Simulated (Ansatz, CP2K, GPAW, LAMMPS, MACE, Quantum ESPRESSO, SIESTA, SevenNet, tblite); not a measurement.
## Amorphous Ge (61 atoms): runs against a plane-wave reference

Density of this cell: 5.38 g/cm³. The cell holds 61 atoms: 61 Ge. Cell: a = 11.099 Å, b = 11.099 Å, c = 11.099 Å, α = 90.0°, β = 90.0°, γ = 90.0°. 61 atoms (61 Ge) placed at random at 5.38 g/cm³, melted at 3500 K for 10 ps at fixed volume with the Tersoff potential (Tersoff, Phys. Rev. B 39, 5566 (1989)). Quenched from 3500 K to 100 K at 5 K/ps and fixed volume, held 5 ps, then minimised at fixed cell.

Geometry: as built.

The reference, a calculation:

- method: Kohn-Sham DFT, PBE, PAW, plane waves (Ansatz 0.2.0); cutoff 420 eV, Γ point, fermi-dirac smearing of 0.05 eV; PAW set soft_2
- r.m.s. force component: 0.2251 eV/Å
- longest force: 0.8563 eV/Å
- pressure: 5.48 GPa
- SCF cycles: 10
- time: 24 s on 4 threads of Arm Neoverse V2, shared host
- CPU time: 92 s

Runs, in no order:
A. GPAW PBE, LCAO dzp, h 0.2 Å: Kohn-Sham DFT, PBE, PAW, atomic orbitals (dzp)
B. GPAW PBE, LCAO sz(dzp), h 0.2 Å: Kohn-Sham DFT, PBE, PAW, atomic orbitals (sz(dzp))
C. QE PBE+D3(BJ), sssp-1.3.0-efficiency, 45/360 Ry: Kohn-Sham DFT, PBE+D3(BJ), SSSP efficiency 1.3.0 pseudopotentials, plane waves
D. SIESTA PBE, TZP, shift 0.01 Ry, mesh 300 Ry: Kohn-Sham DFT, PBE, PseudoDojo 0.4.1 norm-conserving pseudopotentials (converted to PSML), numerical atomic orbitals (TZP), diagonalisation
E. CP2K PBE, DZVP-MOLOPT-SR, 350/70 Ry, diagonalisation: Kohn-Sham DFT, PBE, GTH-PBE pseudopotentials, Gaussian and plane waves, DZVP-MOLOPT-SR-GTH, diagonalisation

Q: Order them from the smallest to the largest r.m.s. force difference.

C, E, A, D, B.

```tsv
run	Δ force, r.m.s. (meV/Å)	share of r.m.s. force (%)	CPU time
C. QE PBE+D3(BJ), sssp-1.3.0-efficiency, 45/360 Ry	9.57	4.25	10 min
E. CP2K PBE, DZVP-MOLOPT-SR, 350/70 Ry, diagonalisation	23.8	10.6	1.8 min
A. GPAW PBE, LCAO dzp, h 0.2 Å	46.9	20.8	2.6 min
D. SIESTA PBE, TZP, shift 0.01 Ry, mesh 300 Ry	91.8	40.8	6.6 min
B. GPAW PBE, LCAO sz(dzp), h 0.2 Å	157	69.8	48 s
```

The network of bonds at the start is that of the classical potential that made the cell, and needn't be the one that DFT or experiment would give. The electronic-structure runs sample only Γ, in a cell whose shortest periodic width is 11 Å, which is coarse for a cell with partly filled levels.

[Logs are printed without paths, hosts, clocks, repeated set-up lines and the standing remarks that a program may print on its own settings, such as how far it seeks lower states.]

[Hosts, paths, dates, database ids (printed as entryN), source tags and the programs' standing remarks are cut or masked in the printed files.]
